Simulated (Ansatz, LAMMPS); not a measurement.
# Amorphous Zn20Hg10Se19S11 (60 atoms): geometry optimisation

Aim: bring amorphous Zn20Hg10Se19S11 (60 atoms) to a nearby minimum of the energy and see what moves.

Main program and level: Ansatz 0.2.0; Kohn-Sham DFT, PBE, PAW (set soft_2, large core), plane waves.

### 1. Starting point

The cell holds 60 atoms: 20 Zn, 10 Hg, 19 Se and 11 S. Cell: a = 11.236 Å, b = 11.236 Å, c = 11.236 Å, α = 90.0°, β = 90.0°, γ = 90.0°. 60 atoms (20 Zn, 10 Hg, 19 Se, 11 S) placed at random at 6.05 g/cm³, melted at 2500 K for 10 ps at fixed volume with the Stillinger-Weber II-VI potential (Zhou et al., Phys. Rev. B 88, 085309 (2013)). Quenched from 2500 K to 500 K at 100 K/ps and fixed volume, held 5 ps.

What the set-up can't give: The quench rate of 100 K/ps far exceeds what a furnace or splat quench reaches, so expect more defects and frozen-in strain than in a real sample. The network of bonds at the start is that of the classical potential that made the cell. Only the Γ point is sampled, in a cell whose shortest periodic width is 11 Å. No spin–orbit coupling is included, so levels derived from the heavy atoms are approximate.

### 2. Making the structure

A classical potential supplies the starting structure, since it reaches far longer times than DFT.

This step: classical MD, Stillinger-Weber II-VI potential (Zhou et al., Phys. Rev. B 88, 085309 (2013)) (LAMMPS 22 Jul 2025 - Update 4).

The input, in.lmp:

```
# melt-quench of Zn20Hg10Se19S11
units metal
atom_style atomic
boundary p p p
region box block 0 11.2355 0 11.2355 0 11.2355
create_box 4 box
mass 1 65.3800   # Zn
mass 2 200.5920   # Hg
mass 3 78.9710   # Se
mass 4 32.0600   # S
create_atoms 1 random 20 628639 NULL overlap 2.07 maxtry 2000
create_atoms 2 random 10 628646 NULL overlap 2.07 maxtry 2000
create_atoms 3 random 19 628653 NULL overlap 2.07 maxtry 2000
create_atoms 4 random 11 628660 NULL overlap 2.07 maxtry 2000
pair_style sw
pair_coeff * * CdTeZnSeHgS0.sw Zn Hg Se S
neigh_modify delay 0 every 1 check yes
thermo_style custom step time temp pe press density
thermo_modify norm yes
timestep 0.001
thermo 100
min_style cg
minimize 1e-4 1e-4 200 2000
reset_timestep 0
velocity all create 2500 628640 mom yes dist gaussian
fix lim all nve/limit 0.05
fix lan all langevin 2500 2500 0.1 628641 zero yes
thermo 500
run 1000 post no
unfix lim
unfix lan
thermo 1666
fix md all nvt temp 2500 2500 0.1
run 10000 post no
unfix md
thermo 2000
fix md all nvt temp 2500 500 0.1
run 20000 post no
unfix md
thermo 2500
fix md all nvt temp 500 500 0.1
run 5000 post no
unfix md
write_dump all custom glass.dump id type xs ys zs modify sort id
```

Command:

```console
$ lmp -in in.lmp -log none -nocite
```

Numbers of over 12 decimals in the logs are rounded to 6 here.

The program printed:

```text
LAMMPS (22 Jul 2025 - Update 4)
Created orthogonal box = (0 0 0) to (11.2355 11.2355 11.2355)
Created 20 atoms
Created 10 atoms
Created 19 atoms
Created 11 atoms
   Step          Time           Temp          PotEng         Press         Density
         0   0              0              0.89357527     570036.42      6.0489379
       100   0.1            0             -2.0359145      8892.1223      6.0489379
       101   0.101          0             -2.0361181      8527.5604      6.0489379
Loop time of 0.0342924 s on 1 MPI rank(s) for 101 steps with 60 atoms
Minimization stats:
  Stopping criterion = energy tolerance
  Energy initial, next-to-last, final =
     0.893575270537275  -2.03591451661976  -2.03611809058552
  Force two-norm initial, final = 98.945281 0.43581138
  Iterations, force evaluations = 101 150
   Step          Time           Temp          PotEng         Press         Density
         0   0              2500          -2.0361181      22885.712      6.0489379
[... 5 lines left out ...]
      1666   1.666          2601.8421     -1.6218906      44997.395      6.0489379
      3332   3.332          2770.1367     -1.6887427      23183.065      6.0489379
      4998   4.998          2029.2477     -1.7016239      60001.877      6.0489379
      6664   6.664          2120.6783     -1.6609734      51010.629      6.0489379
      8330   8.33           2205.3332     -1.6731624      32878.376      6.0489379
[... 2 lines left out ...]
Loop time of 1.06473 s on 1 MPI rank(s) for 10000 steps with 60 atoms
   Step          Time           Temp          PotEng         Press         Density
[... 12 lines left out ...]
Loop time of 1.84853 s on 1 MPI rank(s) for 20000 steps with 60 atoms
   Step          Time           Temp          PotEng         Press         Density
     31000   31             486.25409     -2.176551       19083.983      6.0489379
     32500   32.5           560.38933     -2.1670849      21485.614      6.0489379
     35000   35             417.52309     -2.1620397      28358.49       6.0489379
     36000   36             513.18957     -2.170663       23711.396      6.0489379
Loop time of 0.39636 s on 1 MPI rank(s) for 5000 steps with 60 atoms
```

The job ended after 3.8 s (1 thread of AMD EPYC 9R45, shared host; peak memory 0.07 GiB).

### 3. Single point at the start

The forces at the start show how far the geometry lies from a minimum of this functional.

The input, input.yaml:

```yaml
crystal:
  lattice:
    - [11.2355, 0.0, 0.0]
    - [0.0, 11.2355, 0.0]
    - [0.0, 0.0, 11.2355]
  atoms:
    - { symbol: Zn, position: [0.86944, 0.97059, 0.24395] }
    - { symbol: Zn, position: [0.46509, 0.55815, 0.11959] }
    - { symbol: Zn, position: [0.83096, 0.65128, 0.22527] }
    - { symbol: Zn, position: [0.64094, 0.13564, 0.03173] }
    - { symbol: Zn, position: [0.03677, 0.43137, 0.69955] }
    - { symbol: Zn, position: [0.65545, 0.34829, 0.67375] }
    - { symbol: Zn, position: [0.02776, 0.75271, 0.83835] }
    - { symbol: Zn, position: [0.85515, 0.15486, 0.55364] }
    - { symbol: Zn, position: [0.52751, 0.86958, 0.27462] }
    - { symbol: Zn, position: [0.45427, 0.15515, 0.48188] }
    - { symbol: Zn, position: [0.97832, 0.19122, 0.09846] }
    - { symbol: Zn, position: [0.13206, 0.04282, 0.33128] }
    - { symbol: Zn, position: [0.69222, 0.33624, 0.29535] }
    - { symbol: Zn, position: [0.34148, 0.25448, 0.18571] }
    - { symbol: Zn, position: [0.16079, 0.73675, 0.27848] }
    - { symbol: Zn, position: [0.68399, 0.79355, 0.97059] }
    - { symbol: Zn, position: [0.59148, 0.02235, 0.74836] }
    - { symbol: Zn, position: [0.1388, 0.49688, 0.03309] }
    - { symbol: Zn, position: [0.02827, 0.38138, 0.33207] }
    - { symbol: Zn, position: [0.43542, 0.3074, 0.90697] }
    - { symbol: Hg, position: [0.18465, 0.06191, 0.72136] }
    - { symbol: Hg, position: [0.92946, 0.07004, 0.91037] }
    - { symbol: Hg, position: [0.34162, 0.90885, 0.99892] }
    - { symbol: Hg, position: [0.60064, 0.71214, 0.48438] }
    - { symbol: Hg, position: [0.33003, 0.38659, 0.76214] }
    - { symbol: Hg, position: [0.76151, 0.49089, 0.94833] }
    - { symbol: Hg, position: [0.32637, 0.8171, 0.56342] }
    - { symbol: Hg, position: [0.37921, 0.50914, 0.42794] }
    - { symbol: Hg, position: [0.07269, 0.70181, 0.48004] }
    - { symbol: Hg, position: [0.37723, 0.65447, 0.80152] }
    - { symbol: Se, position: [0.56002, 0.80728, 0.70541] }
    - { symbol: Se, position: [0.47861, 0.32029, 0.34136] }
    - { symbol: Se, position: [0.38344, 0.68786, 0.27557] }
    - { symbol: Se, position: [0.83654, 0.48072, 0.61129] }
    - { symbol: Se, position: [0.40513, 0.08211, 0.83357] }
    - { symbol: Se, position: [0.14439, 0.4778, 0.49334] }
    - { symbol: Se, position: [0.96984, 0.20634, 0.73407] }
    - { symbol: Se, position: [0.45023, 0.05725, 0.13038] }
    - { symbol: Se, position: [0.10292, 0.84865, 0.65384] }
    - { symbol: Se, position: [0.84039, 0.69028, 0.44534] }
    - { symbol: Se, position: [0.04154, 0.57277, 0.20166] }
    - { symbol: Se, position: [0.5022, 0.50496, 0.64189] }
    - { symbol: Se, position: [0.93832, 0.97364, 0.45987] }
    - { symbol: Se, position: [0.67637, 0.50641, 0.15546] }
    - { symbol: Se, position: [0.073, 0.91224, 0.16787] }
    - { symbol: Se, position: [0.34059, 0.98515, 0.40013] }
    - { symbol: Se, position: [0.29278, 0.23633, 0.59683] }
    - { symbol: Se, position: [0.9624, 0.36316, 0.96841] }
    - { symbol: Se, position: [0.81709, 0.68998, 0.81833] }
    - { symbol: S, position: [0.32607, 0.40818, 0.05436] }
    - { symbol: S, position: [0.14851, 0.58181, 0.83544] }
    - { symbol: S, position: [0.11203, 0.91906, 0.94312] }
    - { symbol: S, position: [0.64846, 0.29336, 0.88114] }
    - { symbol: S, position: [0.48768, 0.72091, 0.98922] }
    - { symbol: S, position: [0.14301, 0.23066, 0.23924] }
    - { symbol: S, position: [0.72744, 0.83264, 0.18752] }
    - { symbol: S, position: [0.78854, 0.16588, 0.18433] }
    - { symbol: S, position: [0.72606, 0.99773, 0.90223] }
    - { symbol: S, position: [0.63797, 0.15053, 0.58825] }
    - { symbol: S, position: [0.85094, 0.33448, 0.4457] }
kpoints:
  mp_grid: { grid: [1, 1, 1] }
hamiltonian:
  xc: pbe
  pseudopotentials: { kind: paw, core: large }
scf:
  occupations: { method: gaussian, width: 0.025 }
output:
  forces: true
  stress: true
  populations: true
  dos:
    method: { smearing: { sigma: 0.1 } }
    de: 0.1
    projected: { site_lists: { Hg: [Hg], S: [S], Se: [Se], Zn: [Zn] } }
  eigenvalues: true
```

Command:

```console
$ ansatz run input.yaml --threads 4 --pin off --max-ram 8192MiB --backend cpu --events-out ev --progress --plain --runs-dir out
```

The program printed:

```text
Engine: ansatz 0.2.0, x86_64-unknown-linux-gnu
Pseudopotentials: kind: paw
Pseudopotential: Zn, paw, valence charge 12, recommended cutoff 420 eV (normal), Zn.paw.azcp
Pseudopotential: Hg, paw, valence charge 12, recommended cutoff 420 eV (normal), Hg.paw.azcp#standard-large-core
Pseudopotential: Se, paw, valence charge 6, recommended cutoff 420 eV (normal), Se.paw.azcp#standard-large-core
Pseudopotential: S, paw, valence charge 6, recommended cutoff 420 eV (normal), S.paw.azcp
[... 5 lines on functional and potentials left out ...]
Crystal: 60 atoms, lattice volume = 1418.330 Å³
Basis set: ecut = 420 eV, 27633 PW (Γ), exchange–correlation on 160×160×160 points (8 copies of the dense FFT grid, shifted against one another)
Bands: 330, of which v1, the nominal top of the filled ones, is band 270 counted from 1 (269 counted from 0)
Symmetry: 1 space group operations
Space group: P1 (ITA 1), of the structure as read, at distance tolerance 1.1e-4 Å
k-points: 1
[... 9 lines on functional and potentials left out ...]
Initial density: superposition of atomic densities (chi_scale 0.1, normalization cell, long waves kept (reshape's long-wave potential 0.38 eV rms))
Initial wavefunctions: pseudopotential atomic-orbital guess
Functional: x = pbe(κ = 0.804, μ = 0.219515), c = pbe(β = 0.066725)
SCF iter   1: F=—  HF=-235400.334431 eV  |F-HF|=—  |Δ(HF+E_count)|=         —  Δρ=3.77e-2  dr2=4.16e1  ethr=3.10e-3  ⟨swp⟩=8.0  Hψ=1589  notcnv=0  defer=39
preconditioner: auto → Resta (q_TF=auto, 2.323 Å⁻¹)  ε∞=6.3  [insulator: Δε(μ)=0.226 eV  Ē_g=9.913 eV  σ=0.025 eV  W_gap=1.00  n_scr=304 (ndim 8)  ℏωp=22.9 eV  f_vac=0.034  D(μ)=0.00/eV (n_scr^D=0)  ε∞_Penn≈6.3]
SCF iter   2: F=—  HF=-235393.088291 eV  |F-HF|=—  |Δ(HF+E_count)|=    7.25e0  Δρ=1.52e-2  dr2=7.02e0  ethr=3.10e-3  ⟨swp⟩=3.0  Hψ=628  notcnv=0  defer=53
SCF iter   3: F=—  HF=-235392.158468 eV  |F-HF|=—  |Δ(HF+E_count)|=   9.30e-1  Δρ=1.12e-2  dr2=4.35e0  ethr=1.30e-3  ⟨swp⟩=3.0  Hψ=628  notcnv=0  defer=53
SCF iter   4: F=—  HF=-235391.658504 eV  |F-HF|=—  |Δ(HF+E_count)|=   5.00e-1  Δρ=4.18e-3  dr2=4.82e-1  ethr=8.05e-4  ⟨swp⟩=2.0  Hψ=347  notcnv=0  defer=53
SCF iter   5: F=—  HF=-235391.645400 eV  |F-HF|=—  |Δ(HF+E_count)|=   1.31e-2  Δρ=2.75e-3  dr2=1.73e-1  ethr=8.93e-5  ⟨swp⟩=2.0  Hψ=623  notcnv=0  defer=53
SCF iter   6: F=—  HF=-235391.638281 eV  |F-HF|=—  |Δ(HF+E_count)|=   7.12e-3  Δρ=8.82e-4  dr2=2.59e-2  ethr=3.20e-5  ⟨swp⟩=2.0  Hψ=520  notcnv=0  defer=53
SCF iter   7: F=—  HF=-235391.642053 eV  |F-HF|=—  |Δ(HF+E_count)|=   3.77e-3  Δρ=5.62e-4  dr2=9.15e-3  ethr=4.80e-6  ⟨swp⟩=2.0  Hψ=546  notcnv=0  defer=53
SCF iter   8: F=—  HF=-235391.643024 eV  |F-HF|=—  |Δ(HF+E_count)|=   9.71e-4  Δρ=2.18e-4  dr2=1.92e-3  ethr=1.69e-6  ⟨swp⟩=3.0  Hψ=514  notcnv=0  defer=53
SCF iter   9: F=—  HF=-235391.643854 eV  |F-HF|=—  |Δ(HF+E_count)|=   8.30e-4  Δρ=1.50e-4  dr2=8.13e-4  ethr=3.55e-7  ⟨swp⟩=3.0  Hψ=516  notcnv=0  defer=53
SCF iter  10: F=—  HF=-235391.644186 eV  |F-HF|=—  |Δ(HF+E_count)|=   3.33e-4  Δρ=8.31e-5  dr2=2.75e-4  ethr=1.51e-7  ⟨swp⟩=2.0  Hψ=507  notcnv=0  defer=53
SCF iter  11: F=—  HF=-235391.644280 eV  |F-HF|=—  |Δ(HF+E_count)|=   9.38e-5  Δρ=3.61e-5  dr2=3.13e-5  ethr=5.10e-8  ⟨swp⟩=3.0  Hψ=523  notcnv=0  defer=53
SCF iter  12: F=—  HF=-235391.643334 eV  |F-HF|=—  |Δ(HF+E_count)|=   9.46e-4  Δρ=2.07e-5  dr2=8.75e-6  ethr=5.79e-9  ⟨swp⟩=3.0  Hψ=836  notcnv=0  defer=53
SCF iter  13: F=—  HF=-235391.643342 eV  |F-HF|=—  |Δ(HF+E_count)|=   7.97e-6  Δρ=1.00e-5  dr2=3.99e-6  ethr=1.62e-9  ⟨swp⟩=2.0  Hψ=513  notcnv=0  defer=53
SCF iter  14: F=—  HF=-235391.643346 eV  |F-HF|=—  |Δ(HF+E_count)|=   3.56e-6  Δρ=8.83e-6  dr2=5.35e-6  ethr=7.38e-10  ⟨swp⟩=2.0  Hψ=546  notcnv=0  defer=53
SCF iter  15: F=—  HF=-235391.643346 eV  |F-HF|=—  |Δ(HF+E_count)|=   2.59e-7  Δρ=2.23e-6  dr2=1.23e-7  ethr=7.38e-10  ⟨swp⟩=3.0  Hψ=341  notcnv=0  defer=53
SCF iter  16: F=-235391.643346 eV  HF=-235391.643346 eV  |F-HF|=2.77e-8  |Δ(HF+E_count)|=   1.57e-7  Δρ=1.70e-6  dr2=7.20e-8  ethr=1.85e-11  ⟨swp⟩=15.0  Hψ=1913  notcnv=0
SCF 1 converged in 16 iterations: F = -235391.643346 eV  dr2 = 7.20e-8
  greatest PAW one-centre occupation: 0.986 electrons in one spin orbital (limit 2), on the Zn atom at site 8 (counted from 0), in its partial waves of l = 2
SCF converged after 16 iterations
Free energy (F): -235391.643346 eV
Harris-Foulkes:  -235391.643346 eV  (|F-HF|=2.77e-8)
Internal energy: -235391.643345 eV  (E = F + TS)
E sigma→0 (E₀):  -235391.643346 eV
Entropy (-TS):   -0.000001 eV (-0.000 meV/atom)
Fermi energy:    6.675418 eV
--- Per-component energies (eV) ---
  E_band       = 97.883503
  E_kinetic    = 9211.442661
  E_local      = -54061.136697  (includes V_loc(G=0)·N_el)
  E_nonlocal   = 15921.409411
  E_hartree    = 21909.541488
  E_xc         = -10353.028128
  E_vxc        = -4968.106500  (∫ρ·V_xc dr)
  E_paw        = -183498.227248  (= ΣΔE_a)
  E_vpaw       = -9824.793943  (= ΣTr[D̂ρ^β])
  E_aug_tail   = -0.010138  (compensation charges beyond the density's cutoff)
  E_ewald      = -34521.634695
  E_smearing   = -0.000001  (= −TS)
  E_closure    = -0.000000  (closes the sum)
  Σ components = -235391.643346   (vs F -235391.643346, Δ=0.00e0)
--- Forces (eV/Å), atoms counted from 1 ---
  atom   1  Zn    -0.26962004     0.29199492     0.61243490
  atom   2  Zn    -0.08731525     0.01323485    -0.14149086
  atom   3  Zn    -0.20494468     0.03875077     0.61471537
  atom   4  Zn     0.12561712    -0.07008444     0.08112270
  atom   5  Zn     0.18459079    -0.12623330     0.24817062
  atom   6  Zn    -0.05310178    -0.48158889     0.18767955
  atom   7  Zn    -0.07674627    -0.12687894     0.10378248
  atom   8  Zn     0.04538631    -0.62315223    -0.06074278
  atom   9  Zn    -0.16109425     0.19428535    -0.29383592
  atom  10  Zn     0.32601720    -0.06867594     0.30524566
  atom  11  Zn     0.24430535     0.75786820     0.60105547
  atom  12  Zn    -0.20951113     0.15031153     0.70617430
  atom  13  Zn     0.37972042    -0.34736940    -0.24663686
  atom  14  Zn     0.17997529    -0.49853183     0.15870391
[...]
atom  59  S      0.25436291     0.08397514    -0.02245340
  atom  60  S      0.02527816     0.70105706    -0.17202972
  max |Σ_I F_I| component: 2.96e-5 eV/Å
--- Stress (GPa, compression-positive) ---
       -0.319507      -0.022418       0.264335
       -0.022418       2.154556      -0.091531
        0.264335      -0.091531       4.368681
  P = ⅓ Tr σ = 2.0679 GPa (20.679 kbar)
--- Band table (eV) ---
  k-point 0: bands = ["-7.9478", "-7.4974", "-7.2999", "-7.0283", [... 314 levels ...], "11.2921", "11.3819", "11.4223", "11.4470", "11.4715", "11.5041", "11.6230", "11.7121", "11.7415", "11.8093", "11.8570", "11.9514"]
--- Löwdin populations: 60 sites ---
  site symbol       q [e]
     0     Zn     10.7975
     1     Zn     10.7577
     2     Zn     10.7638
[...]
59      S      6.6513
  spilling = 0.011710 (of n_electrons = 540.000000)
```

It took 18 s on 4 threads of AMD EPYC 9R45, shared host; peak memory 1.8 GiB.

The column dr2 measures how far the density is from self-consistency, as an energy; F and HF (Harris–Foulkes) agree once it is small.

The program notes that potentials were chosen by core size.

Read from the output:

- free energy: -235391.6433 eV
- free energy per atom: -3923.1941 eV/atom
- SCF cycles: 16
- pressure: 2.068 GPa
- r.m.s. force component: 0.6464 eV/Å
- longest force: 4.411 eV/Å
- Fermi energy: 6.675 eV
- gap (highest filled to lowest empty level): 0.1625 eV
- spilling of the projection: 0.01171

The r.m.s. force component of 0.65 eV/Å and the pressure of 2.1 GPa set the starting point.

Length of the force by element:

```csv
element,coordination,atoms,mean length of the force (eV/Å),spread,least,most
Hg,all,10,1.03,1.01,0.396,4.01
S,all,11,0.727,0.358,0.0747,1.38
Se,all,19,0.954,0.345,0.454,1.61
Zn,all,20,0.778,0.880,0.165,4.41
```

(Part 1 of 3 ends here.)

[Logs are printed without paths, hosts, clocks, repeated set-up lines and the standing remarks that a program may print on its own settings, such as how far it seeks lower states.]

[Hosts, paths, dates, database ids (printed as entryN), source tags and the programs' standing remarks are cut or masked in the printed files.]
